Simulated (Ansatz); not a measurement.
# How fast states decay through KLiC2N2O2, part 3 of 3

Wanted: the relaxed cell of KLiC2N2O2, its band edges and its decay constants. It is built by putting Li for part of the K in the KCNO structure of space group Ima2, with the volume rescaled by atomic radii. The parent structure comes from the Materials Project.

Ansatz 0.2.0; r2SCAN DFT, plane waves, PAW files (the session's first sound run).

So far, gap on path (eV): step 3 (the bulk crystal and its band edges) 5.31.

The structure was built from a prototype and need not be the compound's stable phase.

## 6. Decaying states in the gap, plane (001)

Level of this step: r2SCAN DFT, plane waves, PAW files; complex bands by layer matching along the plane's normal (Ansatz).

The same for the (001) plane, at (0, 0) and (0.5, 0), to see how the decay depends on direction.

File input.yaml:

```yaml
crystal:
  lattice:
    - [6.204962433, 0.0, 0.0]
    - [1.789819717, 5.941220765, 0.0]
    - [-1.774020119, 3.292798477, 3.742350626]
  atoms:
    - { symbol: Li, position: [0.5560111508, 0.4439888492, 0.0] }
    - { symbol: K, position: [0.1931397673, 0.3068602327, 0.5] }
    - { symbol: C, position: [0.0215172543, 0.78263215, 0.6545876239] }
    - { symbol: C, position: [0.5627802261, 0.6330703696, 0.3454123761] }
    - { symbol: "N", position: [0.1758195002, 0.5173376004, 0.8772633532] }
    - { symbol: "N", position: [0.6053990463, 0.7014438531, 0.1227366467] }
    - { symbol: O, position: [0.8706357948, 0.0528860156, 0.4324177241] }
    - { symbol: O, position: [0.5146962603, 0.5617819293, 0.5675822759] }
kpoints:
  mp_grid: { grid: [6, 6, 6] }
scf:
  occupations: { method: fixed }
hamiltonian:
  xc: r2scan
output:
  eigenvalues: true
  transmission:
    leads: [[0, 0]]
    kpoints: [[0.0, 0.0], [0.5, 0.0]]
    e_range: [-1.0, 6.31]
    de: 0.12
```

Command:

```sh
ansatz run input.yaml --threads 2 --pin off --max-ram 4096MiB --backend cpu --events-out ev --progress --plain --runs-dir out
```

Numbers of over 12 decimals in the logs are rounded to 6 here.

The program printed:

```text
[...]
Crystal: 8 atoms, lattice volume = 137.962 Å³
Basis set: ecut = 500 eV, 3521 PW (Γ), exchange–correlation on 192×192×160 points (64 copies of the dense FFT grid, shifted against one another)
Bands: 29, of which v1, the nominal top of the filled ones, is band 21 counted from 1 (20 counted from 0)
Symmetry: 2 space group operations
[...]
k-points: 68 of 216 (time reversal used)
[...]
SCF iter   1: F=—  HF=-4160.886599 eV  |F-HF|=—  |Δ(HF+E_count)|=         —  Δρ=7.18e-3  dr2=6.10e-2  dr2_τ=9.94e-1  ethr=1.77e-3  ⟨swp⟩=5.0  Hψ=8164  notcnv=0  defer=379
[...]
SCF iter   8: F=-4160.937387 eV  HF=-4160.937387 eV  |F-HF|=1.82e-8  |Δ(HF+E_count)|=   1.91e-7  Δρ=5.00e-6  dr2=3.03e-8  dr2_τ=1.11e-9  ethr=2.38e-10  ⟨swp⟩=11.3  Hψ=8958  notcnv=0
SCF 1 converged in 8 iterations: F = -4160.937387 eV  dr2 = 3.03e-8
[...]
transmission: 6 of 12 steps passed
transmission: 12 of 12 steps passed
SCF converged after 8 iterations
Free energy (F): -4160.937387 eV
[...]
Internal energy: -4160.937387 eV  (E = F + TS)
E sigma→0 (E₀):  -4160.937387 eV
Fermi energy:    -0.277013 eV
[...]
--- Band table (eV; the first three rows and the last of 68) ---
  k-point 0: bands = [... 17 lower, -0.9912, -0.8150, -0.7573, -0.2770, 5.0364, 7.2884, 7.5309, 7.7859, ... 4 higher]
  k-point 1: bands = [... 17 lower, -0.9992, -0.7907, -0.6605, -0.3707, 5.4388, 7.1119, 7.5160, 7.6721, ... 4 higher]
  k-point 2: bands = [... 17 lower, -0.9323, -0.8355, -0.5490, -0.4652, 6.4491, 6.7547, 7.3607, 7.5854, ... 4 higher]
  k-point 67: bands = [... 17 lower, -0.9188, -0.7773, -0.7304, -0.3434, 6.8432, 7.2313, 7.2896, 7.4342, ... 4 higher]
--- Transmission ---
  basis      : 387 plane waves across, 6 finite elements along
  points     : 2, as listed
[...]
crystal 0  : Li1N2C2O2K1, at the sites [0, 0], period 3.7424 Å: whole cells are its period
[...]
channels       : 0.000000e0 a spin
[...]
slowest decay  : 0.6237 /Å at (0.0000, 0.0000)
```

The job ended after 41 s (2 threads of AMD EPYC 9R45, shared host; peak memory 1.8 GiB; 80 s of CPU time).

Numbers from this step:

```
decay constant at the filling level, zone centre          : 0.6237 Å⁻¹
decay constant at the filling level, slowest listed point : 0.6237 Å⁻¹
```

K parallel (0, 0); values up to 1.5 1/Å, a degenerate pair printed once or twice; energies at which all values exceed this have no row. Im kz of the slowest decaying states against energy, zero at the highest filled level on the SCF mesh:

| energy (eV) | decay 1 (Å⁻¹) | decay 2 (Å⁻¹) | decay 3 (Å⁻¹) | decay 4 (Å⁻¹) |
| --- | --- | --- | --- | --- |
| -1.00 | 0.443 | 0.463 | 0.465 | 0.991 |
| -0.76 | 0.211 | 0.351 | 0.380 | 1.00 |
| -0.40 | 0.252 | 0.305 | 1.01 | 1.16 |
| -0.16 | 0.326 | 0.356 | 1.02 | 1.16 |
| -0.04 | 0.420 | 0.475 | 1.02 | 1.16 |
| 0.20 | 0.312 | 0.524 | 0.617 | 1.01 |
| 0.44 | 0.419 | 0.592 | 0.715 | 1.01 |
| 0.68 | 0.484 | 0.644 | 0.791 | 0.994 |
| 1.04 | 0.550 | 0.708 | 0.784 | 0.966 |
| 1.28 | 0.580 | 0.745 | 0.774 | 0.957 |
| 1.64 | 0.612 | 0.772 | 0.793 | 0.935 |
| 1.88 | 0.625 | 0.772 | 0.821 | 0.920 |
| 2.12 | 0.631 | 0.771 | 0.845 | 0.906 |
| 2.48 | 0.628 | 0.768 | 0.877 | 0.887 |
| 2.72 | 0.618 | 0.764 | 0.876 | 0.895 |
| 3.08 | 0.592 | 0.756 | 0.862 | 0.913 |
| 3.32 | 0.568 | 0.748 | 0.853 | 0.886 |
| 3.56 | 0.539 | 0.739 | 0.844 | 0.860 |
| 3.92 | 0.488 | 0.722 | 0.822 | 0.829 |
| 4.16 | 0.448 | 0.708 | 0.798 | 0.819 |
| 4.52 | 0.376 | 0.683 | 0.762 | 0.802 |
| 4.76 | 0.317 | 0.663 | 0.738 | 0.789 |
| 5.00 | 0.240 | 0.639 | 0.714 | 0.775 |
| 5.36 | 0.596 | 0.675 | 0.752 | 0.886 |
| 5.60 | 0.561 | 0.647 | 0.734 | 0.868 |
| 5.96 | 0.495 | 0.599 | 0.703 | 0.837 |
| 6.20 | 0.436 | 0.562 | 0.679 | 0.811 |

K parallel (0.5, 0); values up to 1.5 1/Å, a degenerate pair printed once or twice; energies at which all values exceed this have no row. Table of Im kz of the slowest decaying states by energy, zero at the highest filled level on the SCF mesh:

| energy (eV) | decay 1 (Å⁻¹) | decay 2 (Å⁻¹) | decay 3 (Å⁻¹) | decay 4 (Å⁻¹) |
| --- | --- | --- | --- | --- |
| -1.000 | 0.408 | 0.464 | 0.488 | 0.963 |
| -0.520 | 0.202 | 0.258 | 0.340 | 0.991 |
| -0.040 | 0.348 | 0.368 | 0.500 | 0.989 |
| 0.440 | 0.572 | 0.594 | 0.847 | 1.14 |
| 1.040 | 0.707 | 0.735 | 0.855 | 1.14 |
| 1.520 | 0.755 | 0.768 | 0.829 | 0.865 |
| 2.000 | 0.789 | 0.815 | 0.865 | 0.878 |
| 2.480 | 0.803 | 0.839 | 0.851 | 0.858 |
| 2.960 | 0.804 | 0.811 | 0.845 | 0.863 |
| 3.440 | 0.770 | 0.815 | 0.824 | 0.860 |
| 4.040 | 0.727 | 0.782 | 0.793 | 0.838 |
| 4.520 | 0.691 | 0.734 | 0.735 | 0.815 |
| 5.000 | 0.655 | 0.667 | 0.694 | 0.780 |
| 5.480 | 0.568 | 0.624 | 0.653 | 0.735 |
| 5.960 | 0.437 | 0.583 | 0.606 | 0.679 |

At the listed wavevectors the last open channel is at -0.04 eV and the next at +5.36 eV on the grid. At +2.60 eV, the grid energy nearest the filling level (the middle of the gap on the SCF mesh), the slowest state at the listed wavevectors decays with κ = 0.624 Å⁻¹, its amplitude falling by e over 1.6 Å; the first such run, plane (010), gave 0.736 Å⁻¹.

## 7. Band edges at another level, cutoff 1380 eV

This step: r2SCAN DFT, plane waves, JTH PAW files (Ansatz 0.2.0).

The edges again with JTH files, at the same atoms. Against that run the cutoff is 1380 eV against 500.

File input.yaml:

```yaml
crystal:
  lattice:
    - [-2.9080241224, 2.4166828006, 3.7010670552]
    - [2.9080241224, -2.4166828006, 3.7010670552]
    - [3.6976761835, 3.3362931964, -3.7010670552]
  atoms:
    - { symbol: Li, position: [0.4439888492, 0.4439888492, 0.0] }
    - { symbol: K, position: [0.3068602327, 0.8068602327, 0.5] }
    - { symbol: C, position: [0.78263215, 0.4372197739, 0.8041494043] }
    - { symbol: C, position: [0.6330703696, 0.9784827457, 0.1958505957] }
    - { symbol: "N", position: [0.5173376005, 0.3946009537, 0.6931571006] }
    - { symbol: "N", position: [0.7014438531, 0.8241804998, 0.3068428994] }
    - { symbol: O, position: [0.0528860156, 0.4853037397, 0.9235218104] }
    - { symbol: O, position: [0.5617819293, 0.1293642052, 0.0764781896] }
kpoints:
  mp_grid: { grid: [6, 6, 6] }
  band_path: { path: [VBM, CBM], npoints: 30 }
scf:
  occupations: { method: fixed }
hamiltonian:
  xc: r2scan
  pseudopotentials: { kind: paw, source: jth }
output:
  eigenvalues: true
```

The program printed:

```text
Warning: <dir> the checks of this Li dataset prove no rule for summing its radial tables, as where they were carried onto another mesh than they were made on, and Gregory's rule is taken, under which a leading mesh point left out moves its sums only by what lay on the interval it spanned. That does not make them correct, and they differ from Quantum ESPRESSO's on this file; a re-export a fraction of a mesh step off can move them. hamiltonian.pseudopotentials.radial_quadrature: simpson_from_first_knot sums it by `pw.x`'s rule; on a PAW file no value gives `pw.x`'s numbers. What more to know: hamiltonian.pseudopotentials.radial_quadrature, in the input reference
Warning: <dir> the checks of this K dataset prove no rule for summing its radial tables, as where they were carried onto another mesh than they were made on, and Gregory's rule is taken, under which a leading mesh point left out moves its sums only by what lay on the interval it spanned. That does not make them correct, and they differ from Quantum ESPRESSO's on this file; a re-export a fraction of a mesh step off can move them. hamiltonian.pseudopotentials.radial_quadrature: simpson_from_first_knot sums it by `pw.x`'s rule; on a PAW file no value gives `pw.x`'s numbers. What more to know: hamiltonian.pseudopotentials.radial_quadrature, in the input reference
Warning: <dir> the checks of this C dataset prove no rule for summing its radial tables, as where they were carried onto another mesh than they were made on, and Gregory's rule is taken, under which a leading mesh point left out moves its sums only by what lay on the interval it spanned. That does not make them correct, and they differ from Quantum ESPRESSO's on this file; a re-export a fraction of a mesh step off can move them. hamiltonian.pseudopotentials.radial_quadrature: simpson_from_first_knot sums it by `pw.x`'s rule; on a PAW file no value gives `pw.x`'s numbers. What more to know: hamiltonian.pseudopotentials.radial_quadrature, in the input reference
Warning: <dir> the checks of this N dataset prove no rule for summing its radial tables, as where they were carried onto another mesh than they were made on, and Gregory's rule is taken, under which a leading mesh point left out moves its sums only by what lay on the interval it spanned. That does not make them correct, and they differ from Quantum ESPRESSO's on this file; a re-export a fraction of a mesh step off can move them. hamiltonian.pseudopotentials.radial_quadrature: simpson_from_first_knot sums it by `pw.x`'s rule; on a PAW file no value gives `pw.x`'s numbers. What more to know: hamiltonian.pseudopotentials.radial_quadrature, in the input reference
Warning: <dir> the checks of this O dataset prove no rule for summing its radial tables, as where they were carried onto another mesh than they were made on, and Gregory's rule is taken, under which a leading mesh point left out moves its sums only by what lay on the interval it spanned. That does not make them correct, and they differ from Quantum ESPRESSO's on this file; a re-export a fraction of a mesh step off can move them. hamiltonian.pseudopotentials.radial_quadrature: simpson_from_first_knot sums it by `pw.x`'s rule; on a PAW file no value gives `pw.x`'s numbers. What more to know: hamiltonian.pseudopotentials.radial_quadrature, in the input reference
[...]
Crystal: 8 atoms, lattice volume = 137.962 Å³
Basis set: ecut = 1380 eV, 16063 PW (Γ), exchange–correlation on 384×384×432 points (64 copies of the dense FFT grid, shifted against one another)
Bands: 29, of which v1, the nominal top of the filled ones, is band 21 counted from 1 (20 counted from 0)
Symmetry: 2 space group operations
[...]
k-points: 68 of 216 (time reversal used)
[...]
SCF iter   1: F=—  HF=-4165.190752 eV  |F-HF|=—  |Δ(HF+E_count)|=         —  Δρ=9.82e-2  dr2=1.71e1  dr2_τ=3.97e0  ethr=3.10e-3  ⟨swp⟩=8.0  Hψ=12302  notcnv=0  defer=353
[...]
SCF iter  10: F=-4160.738729 eV  HF=-4160.738729 eV  |F-HF|=1.68e-8  |Δ(HF+E_count)|=   3.49e-7  Δρ=2.52e-6  dr2=9.62e-9  dr2_τ=2.32e-9  ethr=2.38e-10  ⟨swp⟩=17.7  Hψ=15608  notcnv=0
SCF 1 converged in 10 iterations: F = -4160.738729 eV  dr2 = 9.62e-9
[...]
SCF converged after 10 iterations
Free energy (F): -4160.738729 eV
[...]
Internal energy: -4160.738729 eV  (E = F + TS)
E sigma→0 (E₀):  -4160.738729 eV
Fermi energy:    -0.281462 eV
[...]
--- Band table (eV; the first three rows and the last of 68) ---
  k-point 0: bands = [... 17 lower, -0.9948, -0.8183, -0.7601, -0.2815, 5.0426, 7.2863, 7.5295, 7.7834, ... 4 higher]
  k-point 1: bands = [... 17 lower, -0.9756, -0.8107, -0.7542, -0.3201, 5.2776, 7.2722, 7.5524, 7.8289, ... 4 higher]
  k-point 2: bands = [... 17 lower, -0.9495, -0.7839, -0.7464, -0.4018, 5.8969, 7.2842, 7.5632, 7.7258, ... 4 higher]
  k-point 67: bands = [... 17 lower, -0.9223, -0.7797, -0.7331, -0.3470, 6.8400, 7.2335, 7.2882, 7.4378, ... 4 higher]
```

Elapsed: 2.1 min, on 2 threads; peak memory 3.5 GiB.

Numbers from this step:

```yaml
free_energy: -4160.7387 eV
fermi_energy: -0.2815 eV
gap_on_the_k_mesh: 5.324 eV
gap_on_path: 5.324 eV, by band count; negative where bands overlap
direct_gap_on_path: 5.324 eV
```

Levels at VBM (eV): -6.94, -6.83, -4.90, -4.54, -4.34, -4.15, -3.18, -3.04, -0.71, -0.54, -0.48, 0.00, 5.32, 7.57, 7.81.

The searched edges give 5.32 eV, as on the mesh.

## 8. Complex bands at another level

This step: r2SCAN DFT, plane waves, JTH PAW files; complex bands by layer matching along the plane's normal (Ansatz 0.2.0).

The complex bands at that level, over its own gap, at (0, 0) and (0.5, 0).

File input.yaml:

```yaml
crystal:
  lattice:
    - [6.669404757, 0.0, 0.0]
    - [1.575358188, 5.589143922, 0.0]
    - [4.122381473, 2.794571961, 3.701067055]
  atoms:
    - { symbol: Li, position: [0.5560111508, 0.5560111508, 0.8879776984] }
    - { symbol: K, position: [0.1931397673, 0.6931397673, 0.6137204654] }
    - { symbol: C, position: [0.0215172543, 0.3669296304, 0.4157025196] }
    - { symbol: C, position: [0.5627802261, 0.21736785, 0.4157025196] }
    - { symbol: "N", position: [0.1758195002, 0.2985561469, 0.2187814536] }
    - { symbol: "N", position: [0.6053990463, 0.4826623996, 0.2187814536] }
    - { symbol: O, position: [0.8706357948, 0.4382180707, 0.6146679449] }
    - { symbol: O, position: [0.5146962603, 0.9471139844, 0.6146679449] }
kpoints:
  mp_grid: { grid: [6, 6, 6] }
scf:
  occupations: { method: fixed }
hamiltonian:
  xc: r2scan
  pseudopotentials: { kind: paw, source: jth }
output:
  eigenvalues: true
  transmission:
    leads: [[0, 0]]
    kpoints: [[0.0, 0.0], [0.5, 0.0]]
    e_range: [-1.0, 6.32]
    de: 0.12
```

The program printed:

```text
Warning: <dir> the checks of this Li dataset prove no rule for summing its radial tables, as where they were carried onto another mesh than they were made on, and Gregory's rule is taken, under which a leading mesh point left out moves its sums only by what lay on the interval it spanned. That does not make them correct, and they differ from Quantum ESPRESSO's on this file; a re-export a fraction of a mesh step off can move them. hamiltonian.pseudopotentials.radial_quadrature: simpson_from_first_knot sums it by `pw.x`'s rule; on a PAW file no value gives `pw.x`'s numbers. What more to know: hamiltonian.pseudopotentials.radial_quadrature, in the input reference
Warning: <dir> the checks of this K dataset prove no rule for summing its radial tables, as where they were carried onto another mesh than they were made on, and Gregory's rule is taken, under which a leading mesh point left out moves its sums only by what lay on the interval it spanned. That does not make them correct, and they differ from Quantum ESPRESSO's on this file; a re-export a fraction of a mesh step off can move them. hamiltonian.pseudopotentials.radial_quadrature: simpson_from_first_knot sums it by `pw.x`'s rule; on a PAW file no value gives `pw.x`'s numbers. What more to know: hamiltonian.pseudopotentials.radial_quadrature, in the input reference
Warning: <dir> the checks of this C dataset prove no rule for summing its radial tables, as where they were carried onto another mesh than they were made on, and Gregory's rule is taken, under which a leading mesh point left out moves its sums only by what lay on the interval it spanned. That does not make them correct, and they differ from Quantum ESPRESSO's on this file; a re-export a fraction of a mesh step off can move them. hamiltonian.pseudopotentials.radial_quadrature: simpson_from_first_knot sums it by `pw.x`'s rule; on a PAW file no value gives `pw.x`'s numbers. What more to know: hamiltonian.pseudopotentials.radial_quadrature, in the input reference
Warning: <dir> the checks of this N dataset prove no rule for summing its radial tables, as where they were carried onto another mesh than they were made on, and Gregory's rule is taken, under which a leading mesh point left out moves its sums only by what lay on the interval it spanned. That does not make them correct, and they differ from Quantum ESPRESSO's on this file; a re-export a fraction of a mesh step off can move them. hamiltonian.pseudopotentials.radial_quadrature: simpson_from_first_knot sums it by `pw.x`'s rule; on a PAW file no value gives `pw.x`'s numbers. What more to know: hamiltonian.pseudopotentials.radial_quadrature, in the input reference
Warning: <dir> the checks of this O dataset prove no rule for summing its radial tables, as where they were carried onto another mesh than they were made on, and Gregory's rule is taken, under which a leading mesh point left out moves its sums only by what lay on the interval it spanned. That does not make them correct, and they differ from Quantum ESPRESSO's on this file; a re-export a fraction of a mesh step off can move them. hamiltonian.pseudopotentials.radial_quadrature: simpson_from_first_knot sums it by `pw.x`'s rule; on a PAW file no value gives `pw.x`'s numbers. What more to know: hamiltonian.pseudopotentials.radial_quadrature, in the input reference
Engine: ansatz 0.2.0, x86_64-unknown-linux-gnu
Pseudopotentials: kind: paw
Pseudopotential: Li, paw, valence charge 3, recommended cutoff 1170 eV (normal), Li.paw.azcp
Pseudopotential: K, paw, valence charge 9, recommended cutoff 690 eV (normal), K.paw.azcp
Pseudopotential: C, paw, valence charge 4, recommended cutoff 780 eV (normal), C.paw.azcp
Pseudopotential: N, paw, valence charge 5, recommended cutoff 1320 eV (normal), N.paw.azcp
Pseudopotential: O, paw, valence charge 6, recommended cutoff 1380 eV (normal), O.paw.azcp
Functional definition: r2SCAN
  parameter k0 = 0.174
  parameter k1 = 0.065
  parameter a1 = 4.9479
  exchange = r2scan_x(k0 = k0, k1 = k1, a1 = a1)
  correlation = r2scan_c
Error: memory limit exceeded: the `transmission` phase of `transmission` needs 12.47 GiB against the run's memory maximum of 4.00 GiB; largest carriers: transmission 8.70 GiB, source scf tables 3.44 GiB, unmodelled-tail allowance 0.30 GiB, source scf state 0.02 GiB; this run sums exchange and correlation above basis.xc_grid: 1 (its plan line states the level, which a resume's fixed deck keeps): xc box scratch, where  [...]
with nothing else changed it takes a maximum of at least 12.47 GiB, with nothing to spare, and 13.72 GiB leaves up to a tenth: --max-ram 13.72GiB where that set the maximum, else more of the term that did, and with no share typed, where 13.72 GiB is over 0.88 of the host's memory or its container's limit, a share of 0.88 or more that holds the maximum too (--max-ram-frac F), where one does; The budget is ten eleventh [...]
`transmission` follows the SCF: where the deck gives it k-points, a mesh or a band count of its own, those are what to reduce (not on a resume, whose deck is fixed)
```

It took 1.1 s on 2 threads; peak memory 0.43 GiB.

The program refused the input before any cycle.

The program's message: “Error: memory limit exceeded: the `transmission` phase of `transmission` needs 12.47 GiB against the run's memory maximum of 4.00 GiB; largest carriers: transmission 8.70 GiB, source scf tables 3.44 G …”

## 9. What came out

```yaml
band_gap: 5.31 eV
least_decay_constant_at_mid_gap_normal_to_010: 0.736 Å⁻¹
least_decay_constant_at_mid_gap_normal_to_001: 0.624 Å⁻¹
least_decay_constant_on_a_mesh_normal_to_010: 0.725 Å⁻¹
```

With r2SCAN, the slowest decay at the wavevectors tried is κ = 0.624 Å⁻¹, normal to (001). Through such a film the transmission near mid-gap falls as exp(−2κd), a factor of ten every 1.8 Å. The decay depends on direction: 1.2 times faster normal to (010). A free electron under a barrier of half the gap would need a mass of 0.56 mₑ to decay at this rate. The compound is made up by substitution; its stability against other phases and against distortions of the cell's symmetry was not tested. r2SCAN still narrows gaps, if less than LDA and GGA do, so real decay constants are likely larger.

[Logs are printed without paths, hosts, clocks, repeated set-up lines and the standing remarks that a program may print on its own settings, such as how far it seeks lower states.]

[Hosts, paths, dates, database ids (printed as entryN), source tags and the programs' standing remarks are cut or masked in the printed files.]
